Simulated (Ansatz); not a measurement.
# Random alloy of the fcc Cu-Al line, x = 0.0156 (128 atoms): geometry optimisation, part 2 of 3

Aim: bring random alloy of the fcc Cu-Al line, x = 0.0156 (128 atoms) to a nearby minimum of the energy and see what moves.

Ansatz 0.2.0; Kohn-Sham DFT, PBE, PAW (set soft_2), plane waves.

The cell: 126 Cu and 2 Al. The host structure and its lattice constant were typed by rule, without a check against the phase diagram.

So far. Step 3 (Cell and atoms relaxed): The relaxation changed the energy by -3.87 meV/atom, and atoms moved by 0.033 Å r.m.s., 0.08 Å at most.

## 5. Single point at the relaxed geometry

One more single point at the end of the walk gives the fuller output and checks the residual forces.

Input file input.yaml:

```yaml
crystal:
  lattice:
    - [-7.27057, 7.27195, 7.27127]
    - [7.27207, -7.27043, 7.27126]
    - [7.26986, 7.26973, -7.26976]
  atoms:
    - { symbol: Cu, position: [0.50016, 0.00014, 2.0e-05] }
    - { symbol: Cu, position: [0.75014, 0.1252, 0.12486] }
    - { symbol: Cu, position: [0.62522, 0.25017, 0.12535] }
    - { symbol: Cu, position: [0.62513, 0.12512, 0.25001] }
    - { symbol: Cu, position: [0.75028, 0.25026, 0.00021] }
    - { symbol: Cu, position: [9.0e-05, 0.3753, 0.12506] }
    - { symbol: Cu, position: [0.87515, 0.50028, 0.12512] }
    - { symbol: Cu, position: [0.87528, 0.37528, 0.25022] }
    - { symbol: Cu, position: [0.75021, 0.00035, 0.24968] }
    - { symbol: Cu, position: [6.0e-05, 0.1251, 0.37505] }
    - { symbol: Cu, position: [0.87502, 0.25004, 0.37486] }
    - { symbol: Cu, position: [0.87515, 0.12541, 0.49996] }
    - { symbol: Cu, position: [0.00082, 0.0008, 0.00087] }
    - { symbol: Cu, position: [0.25024, 0.12508, 0.12506] }
    - { symbol: Cu, position: [0.12517, 0.25022, 0.12505] }
    - { symbol: Cu, position: [0.12536, 0.12532, 0.25028] }
    - { symbol: Cu, position: [0.25005, 0.25003, 0.99981] }
    - { symbol: Cu, position: [0.49979, 0.37471, 0.12471] }
    - { symbol: Cu, position: [0.37474, 0.49974, 0.12465] }
    - { symbol: Cu, position: [0.37459, 0.37459, 0.24923] }
    - { symbol: Cu, position: [0.49992, 0.4999, 0.99988] }
    - { symbol: Cu, position: [0.7502, 0.62514, 0.12504] }
    - { symbol: Cu, position: [0.62525, 0.75023, 0.12507] }
    - { symbol: Cu, position: [0.6246, 0.62455, 0.24889] }
    - { symbol: Cu, position: [0.75074, 0.75073, 0.00111] }
    - { symbol: Cu, position: [0.00065, 0.87554, 0.12533] }
    - { symbol: Cu, position: [0.87557, 0.0006, 0.12536] }
    - { symbol: Cu, position: [0.87552, 0.87546, 0.25017] }
    - { symbol: Cu, position: [0.25027, 0.00014, 0.25009] }
    - { symbol: Cu, position: [0.50012, 0.1252, 0.37515] }
    - { symbol: Cu, position: [0.37492, 0.24987, 0.37475] }
    - { symbol: Cu, position: [0.37481, 0.12476, 0.49985] }
    [... 90 atom lines left out ...]
    - { symbol: Cu, position: [0.62515, 0.00046, 0.87496] }
    - { symbol: Cu, position: [0.62512, 0.87552, 0.00031] }
    - { symbol: Cu, position: [0.00089, 0.75022, 0.75036] }
    - { symbol: Cu, position: [0.2502, 0.87525, 0.87508] }
    - { symbol: Cu, position: [0.1255, 0.00041, 0.87535] }
    - { symbol: Cu, position: [0.12563, 0.87544, 0.00025] }
kpoints:
  mp_grid: { grid: [2, 2, 2] }
hamiltonian:
  xc: pbe
scf:
  occupations: { method: fermi_dirac, width: 0.1 }
output:
  forces: true
  stress: true
  populations: true
  dos:
    method: { smearing: { sigma: 0.08 } }
    de: 0.05
    projected: { site_lists: { Al: [Al], Cu: [Cu] } }
  eigenvalues: true
  write_density: true
  write_potential: true
  volumetric_format: npy
```

Launch:

```sh
$ ansatz run input.yaml --threads 6 --pin off --max-ram 102400MiB --backend cuda --events-out ev --progress --plain --runs-dir out
```

Numbers of over 12 decimals in the logs are rounded to 6 here.

The program printed:

```text
[...]
GPU FFT provider: cuFFT
GPU libraries: cuBLAS 13.8.2, cuFFT 12.4.0, cuSOLVER 12.3.4
Crystal: 128 atoms, lattice volume = 1537.611 Å³
Basis set: ecut = 420 eV, 30093 PW (Γ), exchange–correlation on 180×180×180 points (8 copies of the dense FFT grid, shifted against one another)
Bands: 1440, of which v1, the nominal top of the filled ones, is band 1200 counted from 1 (1199 counted from 0)
Symmetry: 1 space group operations
[...]
k-points: 8
[...]
GPU buffer pool allocated for 729000 grid points (all kernels)
[...]
SCF iter   1: F=—  HF=-835848.863285 eV  |F-HF|=—  |Δ(HF+E_count)|=         —  Δρ=2.03e-3  dr2=1.31e-1  ethr=1.77e-3  ⟨swp⟩=5.0  Hψ=40243  notcnv=0  defer=458
[...]
SCF iter   9: F=-835848.886752 eV  HF=-835848.886752 eV  |F-HF|=9.97e-8  |Δ(HF+E_count)|=   9.66e-8  Δρ=2.37e-6  dr2=7.58e-8  ethr=4.17e-12  ⟨swp⟩=17.6  Hψ=148397  notcnv=0
SCF 1 converged in 9 iterations: F = -835848.886752 eV  dr2 = 7.58e-8
[...]
SCF converged after 9 iterations
Free energy (F): -835848.886752 eV
[...]
Internal energy: -835847.355226 eV  (E = F + TS)
E sigma→0 (E₀):  -835848.120989 eV
Entropy (-TS):   -1.531527 eV (-11.965 meV/atom)
Fermi energy:    16.323414 eV
[...]
--- Forces (eV/Å), atoms counted from 1 ---
  atom   1  Cu    -0.00209161     0.00232308     0.00033134
  atom   2  Cu    -0.00029721    -0.00073897     0.00436108
  atom   3  Cu    -0.00188018     0.00059981    -0.00087884
  atom   4  Cu    -0.00081418    -0.00145302     0.00264373
  atom   5  Cu     0.00158283    -0.00012021    -0.00064810
  atom   6  Cu     0.00174133     0.00065732     0.00160757
  atom   7  Cu    -0.00032643    -0.00043202     0.00106280
  atom   8  Cu    -0.00123468    -0.00191461    -0.00122478
  atom   9  Cu    -0.00087584     0.00095937     0.00028151
  atom  10  Cu     0.00023302     0.00099818    -0.00067990
  atom  11  Cu     0.00196676    -0.00000238     0.00122437
  atom  12  Cu     0.00135945     0.00159073     0.00060116
  atom  13  Cu     0.00107875    -0.00090086    -0.00323254
  atom  14  Cu    -0.00055119     0.00062127     0.00159868
[...]
atom 127  Cu     0.00271223     0.00037761    -0.00095767
  atom 128  Cu     0.00029636     0.00107736     0.00197649
  max |Σ_I F_I| component: 1.81e-6 eV/Å
--- Stress (GPa, compression-positive) ---
       -0.003112       0.000229      -0.000686
        0.000229      -0.002079      -0.000817
       -0.000686      -0.000817      -0.002648
  P = ⅓ Tr σ = -0.0026 GPa (-0.026 kbar)
--- Band table (eV; the first three rows and the last of 8) ---
[...]
--- Löwdin populations: 128 sites ---
  site symbol       q [e]
     0     Cu     18.8408
     1     Cu     18.8425
     2     Cu     18.8425
[...]
127     Cu     18.8423
  spilling = 0.008200 (of n_electrons = 2400.000000)
```

The job ended after 18 s (1 × NVIDIA H100 80GB HBM3 with 6 threads of AMD EPYC 7R13 (Zen 3), shared host; peak memory 5.5 GiB; 53 s of CPU time).

That memory is the host's; the program planned up to 42.2 GiB on the GPU.

The run gave:

| Quantity | Value |
| --- | --- |
| free energy | -835848.8868 eV |
| free energy per atom | -6530.0694 eV/atom |
| SCF cycles | 9 |
| pressure | -0.002613 GPa |
| r.m.s. force component | 0.00154 eV/Å |
| longest force | 0.00655 eV/Å |
| Fermi energy | 16.32 eV |
| levels partly filled by over 2 per cent | 141 |
| spilling of the projection | 0.0082 |

States in the cell by windows of 1 eV, zero at the Fermi level; the larger projections on atomic orbitals stand beside the total:

| from (eV) | to (eV) | total | Cu d | Cu s |
| --- | --- | --- | --- | --- |
| -14 | -10 | 0.0 | 0.0 | 0.0 |
| -10 | -9 | 2.2 | 0.0 | 2.0 |
| -9 | -8 | 9.0 | 0.1 | 8.4 |
| -8 | -7 | 13.3 | 0.6 | 11.9 |
| -7 | -6 | 23.0 | 2.6 | 19.1 |
| -6 | -5 | 43.9 | 17.3 | 24.7 |
| -5 | -4 | 179.5 | 153.6 | 23.3 |
| -4 | -3 | 339.1 | 326.4 | 6.7 |
| -3 | -2 | 435.2 | 422.1 | 7.6 |
| -2 | -1 | 303.0 | 289.8 | 9.5 |
| -1 | 0 | 45.4 | 22.1 | 17.3 |
| 0 | 1 | 36.1 | 8.8 | 14.9 |
| 1 | 2 | 26.7 | 4.2 | 8.8 |
| 2 | 3 | 28.1 | 2.8 | 9.4 |
| 3 | 4 | 29.6 | 2.5 | 12.3 |
| 4 | 5 | 37.7 | 2.1 | 16.0 |

The stored curve holds about 1394 of the 2400 electrons; the rest, give or take the few that broadening carries across the Fermi level, lie in deeper levels below its range.

The levels nearest the highest filled one (over half full), pooled over k-points and spins:

| level less the highest filled one (eV) | occupation |
| --- | --- |
| -0.0079 | 1.24 |
| -0.006 | 1.23 |
| -4.0e-4 | 1.2 |
| -3.0e-4 | 1.2 |
| -2.0e-4 | 1.20 |
| 0 | 1.20 |
| 0.0588 | 0.908 |
| 0.0617 | 0.893 |
| 0.0857 | 0.776 |
| 0.0991 | 0.714 |
| 0.123 | 0.61 |
| 0.123 | 0.606 |

Valence density in the ac plane at fractional y = 0.624, with atoms of Cu and Al within 0.2 Å of it. It is the smooth field of the valence electrons, not physical close to the nuclei.

Ten steps, logarithmic in the rise over the least value, from '0' (0 e/Å³) to '9' (40 e/Å³), each cell a mean:
```
01000000001488510010000000002687310
54200000000232102453100000001231113
97310000000000026995100000000000148
85100100000000037873000000000000158
21124531000000012210000000000000123
00279851000000000000000000000000000
01378620010000000000000000010000000
00122101353100000000000012443100000
00000015996200000000000127984100000
00000026883100100000000137862001000
00000012321124420000000012210145310
00000000001389831000000000001599620
00000000001488510000000000002687410
54200000000222102453100000001221113
97310000000000026995100000000000148
85100000000000037873000000000000158
21124531000000012210135420000000122
00279851000000000001489720000000000
01378620000000000001588410000000000
00122101454100000001232112552100000
00000015996200000000000027984100000
00000026873100100000000137862001000
00000012321135420000000013210145310
00000000001389831000000000001599620
```
Columns run along a (12.6 Å), rows up along c (12.6 Å). Atoms in or near the plane, at fractional coordinates: Cu at (0.75, 0.13), Cu at (0.62, 0.25), Cu at (0.00, 0.37), Cu at (0.88, 0.50), Cu at (0.25, 0.13), Cu at (0.13, 0.25), Cu at (0.50, 0.37), Cu at (0.37, 0.50), Cu at (0.75, 0.62), Al at (0.63, 0.75), Cu at (0.00, 0.87), Cu at (0.88, 0.00), Cu at (0.25, 0.63), Cu at (0.13, 0.75) and more.

Electrostatic potential energy in the ac plane at fractional y = 0.624, with atoms of Cu and Al within 0.2 Å of it. With pseudopotentials it is smooth inside the atoms' cores, unlike the true potential.

Ten even steps from '0' (-39 eV) to '9' (19 eV), each cell a mean:
```
99999999998300389999999999996101599
44799999999767897435899999998668986
01599999999999972002899999999999840
14899999999999951026998899999999830
78974468999999986689876679999999976
99610038999999999998678769999999999
98510269999999999997677689999999999
99866898535899999998777887446899999
99999983001799999999999961004899999
99999962015899999999999840027999999
99999987679864479999999986689853589
99999999999510059999999999997300279
99999999998300379999999999996201589
44799999999767897545899999998668986
01599999999999972002899999999999840
03899999999999951016999999999999830
78974368999999986689854479999999976
99610038999999999998400169999999999
98510269999999999997201489999999999
99866898535899999998767896446999999
99999983001799999999999961004899999
99999972015899999999999840027999999
99999987679864469999999986789853589
99999999999510059999999999997200279
```
Columns run along a (12.6 Å; values clipped at the 3rd and 97th percentile), rows up along c (12.6 Å). Atoms in or near the plane, at fractional coordinates: Cu at (0.75, 0.13), Cu at (0.62, 0.25), Cu at (0.00, 0.37), Cu at (0.88, 0.50), Cu at (0.25, 0.13), Cu at (0.13, 0.25), Cu at (0.50, 0.37), Cu at (0.37, 0.50), Cu at (0.75, 0.62), Al at (0.63, 0.75), Cu at (0.00, 0.87), Cu at (0.88, 0.00), Cu at (0.25, 0.63), Cu at (0.13, 0.75) and more.

Local excerpt of 13 atoms (numbers count through the whole input) about Cu120, picked at random; x, y, z are measured from there.

| atom | x | y | z | distance (Å) | bonds |
| --- | --- | --- | --- | --- | --- |
| Cu120 | 0.00 | 0.00 | 0.00 | 0.00 | 12 |
| Cu118 | -1.81 | 0.00 | 1.81 | 2.56 | 12 |
| Cu69 | 1.81 | 1.81 | 0.00 | 2.56 | 12 |
| Cu19 | -0.01 | 1.81 | -1.82 | 2.57 | 12 |
| Cu115 | 0.00 | -1.82 | -1.81 | 2.57 | 12 |
| Cu54 | 1.82 | 0.00 | -1.82 | 2.57 | 12 |
| Cu114 | -1.82 | 0.00 | -1.81 | 2.57 | 12 |
| Cu57 | 1.82 | -1.82 | 0.00 | 2.57 | 12 |
| Cu58 | 1.81 | 0.00 | 1.82 | 2.57 | 12 |
| Cu21 | -1.82 | 1.82 | 0.00 | 2.57 | 12 |
| Cu119 | 0.00 | -1.82 | 1.82 | 2.57 | 12 |
| Cu117 | -1.82 | -1.82 | 0.00 | 2.57 | 12 |
| Cu23 | 0.00 | 1.82 | 1.82 | 2.57 | 12 |

The column of bonds counts only the pairs Cu-Cu within 2.98 Å, Cu-Al within 2.98 Å; other neighbours, such as metal atoms beside each other in a compound, aren't counted, and periodic images can show an atom twice.

## 6. K-mesh 3×3×3

A denser mesh tests the sampling of the Brillouin zone.

Edit input.yaml of step 5 so:

```diff
@@ -8,3 +8,3 @@
 kpoints:
-  mp_grid: { grid: [2, 2, 2] }
+  mp_grid: { grid: [3, 3, 3] }
 hamiltonian:
@@ -22,4 +22 @@
   eigenvalues: true
-  write_density: true
-  write_potential: true
-  volumetric_format: npy
```

The program printed:

```text
[...]
GPU FFT provider: cuFFT
GPU libraries: cuBLAS 13.8.2, cuFFT 12.4.0, cuSOLVER 12.3.4
Crystal: 128 atoms, lattice volume = 1537.611 Å³
Basis set: ecut = 420 eV, 30093 PW (Γ), exchange–correlation on 180×180×180 points (8 copies of the dense FFT grid, shifted against one another)
Bands: 1440, of which v1, the nominal top of the filled ones, is band 1200 counted from 1 (1199 counted from 0)
Symmetry: 1 space group operations
[...]
k-points: 14 of 27 (time reversal used)
[...]
GPU buffer pool allocated for 729000 grid points (all kernels)
[...]
SCF iter   1: F=—  HF=-835849.186675 eV  |F-HF|=—  |Δ(HF+E_count)|=         —  Δρ=1.38e-3  dr2=4.43e-2  ethr=1.77e-3  ⟨swp⟩=5.0  Hψ=70222  notcnv=0  defer=944
[...]
SCF iter   8: F=—  HF=-835849.219924 eV  |F-HF|=—  |Δ(HF+E_count)|=   1.06e-8  Δρ=4.46e-6  dr2=4.86e-7  ethr=1.65e-10  ⟨swp⟩=2.2  Hψ=31467  notcnv=0  defer=1621
SCF iter   9: F=-835849.219924 eV  HF=-835849.219925 eV  |F-HF|=3.27e-8  |Δ(HF+E_count)|=   2.20e-8  Δρ=1.53e-6  dr2=3.85e-8  ethr=4.17e-12  ⟨swp⟩=11.1  Hψ=103376  notcnv=0
SCF 1 converged in 9 iterations: F = -835849.219924 eV  dr2 = 3.85e-8
[...]
SCF converged after 9 iterations
Free energy (F): -835849.219924 eV
[...]
Internal energy: -835848.109443 eV  (E = F + TS)
E sigma→0 (E₀):  -835848.664684 eV
Entropy (-TS):   -1.110482 eV (-8.676 meV/atom)
Fermi energy:    16.385275 eV
[...]
Σ components = -835849.219924   (vs F -835849.219924, Δ=0.00e0)
--- Forces (eV/Å), atoms counted from 1 ---
  atom   1  Cu     0.00171087     0.00202197    -0.00091241
  atom   2  Cu     0.00351113     0.00085589     0.00445028
  atom   3  Cu    -0.00567374    -0.00094059    -0.00094829
  atom   4  Cu     0.00152540     0.00247806     0.00227808
[...]
atom 128  Cu    -0.00012183     0.00509060     0.00215833
  max |Σ_I F_I| component: 1.84e-6 eV/Å
--- Stress (GPa, compression-positive) ---
       -0.237835       0.001778      -0.014122
        0.001777      -0.236955      -0.014325
       -0.014122      -0.014325      -0.228640
  P = ⅓ Tr σ = -0.2345 GPa (-2.345 kbar)
--- Band table (eV; the first three rows and the last of 14) ---
[...]
--- Löwdin populations: 128 sites ---
  site symbol       q [e]
     0     Cu     18.8371
     1     Cu     18.8382
     2     Cu     18.8382
[...]
127     Cu     18.8387
  spilling = 0.008401 (of n_electrons = 2400.000000)
```

It took 47 s on 1 × NVIDIA H100 80GB HBM3 with 6 threads; peak memory 5.7 GiB; 2.3 min of CPU time.

That memory is the host's.

The program notes that it cut back its plan to fit the GPU's memory.

Geometry and reference: those of the single point at the relaxed geometry.

Forces differ from those of the single point at the relaxed geometry by 2.8 meV/Å r.m.s.; the energy by -2.6 meV/atom and the pressure by -0.23 GPa. It took 47 s and 9 cycles; the reference's time can't be set against it, since the two runs asked for unlike analyses.

(Continued in part 3 of 3.)

[Logs are printed without paths, hosts, clocks, repeated set-up lines and the standing remarks that a program may print on its own settings, such as how far it seeks lower states.]

[Hosts, paths, dates, database ids (printed as entryN), source tags and the programs' standing remarks are cut or masked in the printed files.]
